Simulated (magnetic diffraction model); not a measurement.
# Which magnetic order? AlFeIr

Space group Pnma (no. 62), a = 5.9740 Å, b = 3.3070 Å, c = 7.0250 Å.

```
site  atom       x    y       z
  4c    Ir  0.4736  3/4  0.3233
  4c    Fe  0.3584  3/4  0.9439
  4c    Al  0.2252  3/4  0.6337
```

This is a made-up structure (elements placed in a structure type, unrelaxed), so the numbers test the method and describe no known phase.

Only Fe is taken to order (form factors of Fe2+); orders and moment sizes are assumed, and not adapted to the symmetry. Radiation: neutrons of λ = 2.0775 Å (absorption by Ir left out), 5° to 70°; isotropic B of 0.1 Å² (Ir), 0.15 Å² (Fe) and 0.15 Å² (Al). Simulated constant-wavelength pattern: nuclear and magnetic terms add, the magnetic one as |2.695 fm × Σ f S⊥ exp(2πi Q·r) exp(−B s²)|², summed over all Q at one angle with the factor 1/(sin²θ cos θ). For collinear order S is the moment m, which repeats by lattice and centring translations R with the sign exp(−2πi k·R). Free-ion form factors, Sears's scattering lengths of 1992, no absorption; a label names one of the reflections at its angle. The strongest nuclear line in the range is 100, and lines under 0.2 are left out.

Above the ordering temperature:

| 2θ (°) | index | I |
| --- | --- | --- |
| 26.39 | (1 0 1) | 2.0 |
| 40.13 | (1 0 2) | 4.1 |
| 40.63 | (0 1 1) | 7.1 |
| 40.70 | (2 0 0) | 6.0 |
| 44.41 | (2 0 1) | 0.2 |
| 45.70 | (1 1 1) | 12.6 |
| 54.32 | (2 0 2) | 16.6 |
| 55.44 | (1 1 2) | 100.0 |
| 55.89 | (2 1 0) | 41.3 |
| 56.91 | (1 0 3) | 48.3 |
| 58.86 | (2 1 1) | 82.4 |
| 65.67 | (3 0 1) | 40.7 |
| 65.85 | (0 1 3) | 35.5 |
| 67.30 | (2 1 2) | 11.8 |
| 68.62 | (2 0 3) | 14.6 |
| 69.59 | (1 1 3) | 28.8 |

Below it (cell unchanged):

| 2θ (°) | I |
| --- | --- |
| 19.99 | 3.4 |
| 26.39 | 2.0 |
| 28.45 | 3.1 |
| 31.54 | 3.3 |
| 37.65 | 0.2 |
| 40.13 | 4.1 |
| 40.63 | 7.1 |
| 40.70 | 6.0 |
| 44.41 | 0.2 |
| 45.70 | 12.6 |
| 51.91 | 1.5 |
| 52.38 | 0.6 |
| 54.32 | 16.6 |
| 55.44 | 100.0 |
| 55.89 | 41.3 |
| 56.91 | 48.3 |
| 56.97 | 0.2 |
| 58.86 | 82.4 |
| 61.01 | 0.6 |
| 62.77 | 0.5 |
| 65.48 | 0.3 |
| 65.67 | 40.7 |
| 65.85 | 35.5 |
| 67.30 | 11.8 |
| 68.62 | 14.6 |
| 69.59 | 28.8 |

**Question.** Find the propagation vector, then choose among these models:
A. collinear moments along [100], 1.28 μB on Fe; signs + at (0.3584, 3/4, 0.9439), + at (0.8584, 3/4, 0.5561), − at (0.6416, 1/4, 0.0561), − at (0.1416, 1/4, 0.4439)
B. collinear moments along [100], 1.28 μB on Fe; signs + at (0.3584, 3/4, 0.9439), − at (0.8584, 3/4, 0.5561), − at (0.6416, 1/4, 0.0561), + at (0.1416, 1/4, 0.4439)
C. collinear moments along [010], 1.28 μB on Fe; signs + at (0.3584, 3/4, 0.9439), + at (0.8584, 3/4, 0.5561), − at (0.6416, 1/4, 0.0561), − at (0.1416, 1/4, 0.4439)
D. collinear moments along [010], 1.28 μB on Fe; signs + at (0.3584, 3/4, 0.9439), − at (0.8584, 3/4, 0.5561), − at (0.6416, 1/4, 0.0561), + at (0.1416, 1/4, 0.4439)

The new lines index as (0 1/2 -1/2) at 19.99°, (1 1/2 1/2) at 28.45°, (0 1/2 3/2) at 31.54° and (1 1/2 5/2) at 51.91°, that is as H ± k with k = (0 1/2 1/2). Half indices mean that the moments reverse under translations with k·R a half-integer, and the magnetic cell has twice the primitive volume.

Magnetic intensity, observed (below minus above) and for each model:

| 2θ (°) | index | observed | A | B | C | D |
| --- | --- | --- | --- | --- | --- | --- |
| 19.99 | (0 1/2 -1/2) | 3.4 | 7.0 | 3.4 | 1.3 | 0.6 |
| 28.45 | (1 1/2 1/2) | 3.1 | 1.5 | 3.1 | 1.8 | 3.7 |
| 31.54 | (0 1/2 3/2) | 3.3 | 0.2 | 3.3 | <0.2 | 2.2 |
| 37.65 | (1 1/2 3/2) | 0.2 | 3.0 | 0.2 | 3.2 | 0.2 |
| 45.74 | (2 1/2 1/2) | <0.2 | 0.3 | <0.2 | 1.5 | 0.7 |
| 47.36 | (0 1/2 5/2) | <0.2 | 1.2 | <0.2 | 1.0 | <0.2 |
| 51.91 | (1 1/2 5/2) | 1.5 | <0.2 | 1.5 | <0.2 | 1.5 |
| 52.38 | (2 1/2 3/2) | 0.6 | <0.2 | 0.6 | <0.2 | 1.4 |

Model B matches.

The structure used: k = (0 1/2 1/2), collinear moments along [100], 1.28 μB on Fe; signs + at (0.3584, 3/4, 0.9439), − at (0.8584, 3/4, 0.5561), − at (0.6416, 1/4, 0.0561), + at (0.1416, 1/4, 0.4439).

[Logs are printed without paths, hosts, clocks, repeated set-up lines and the standing remarks that a program may print on its own settings, such as how far it seeks lower states.]
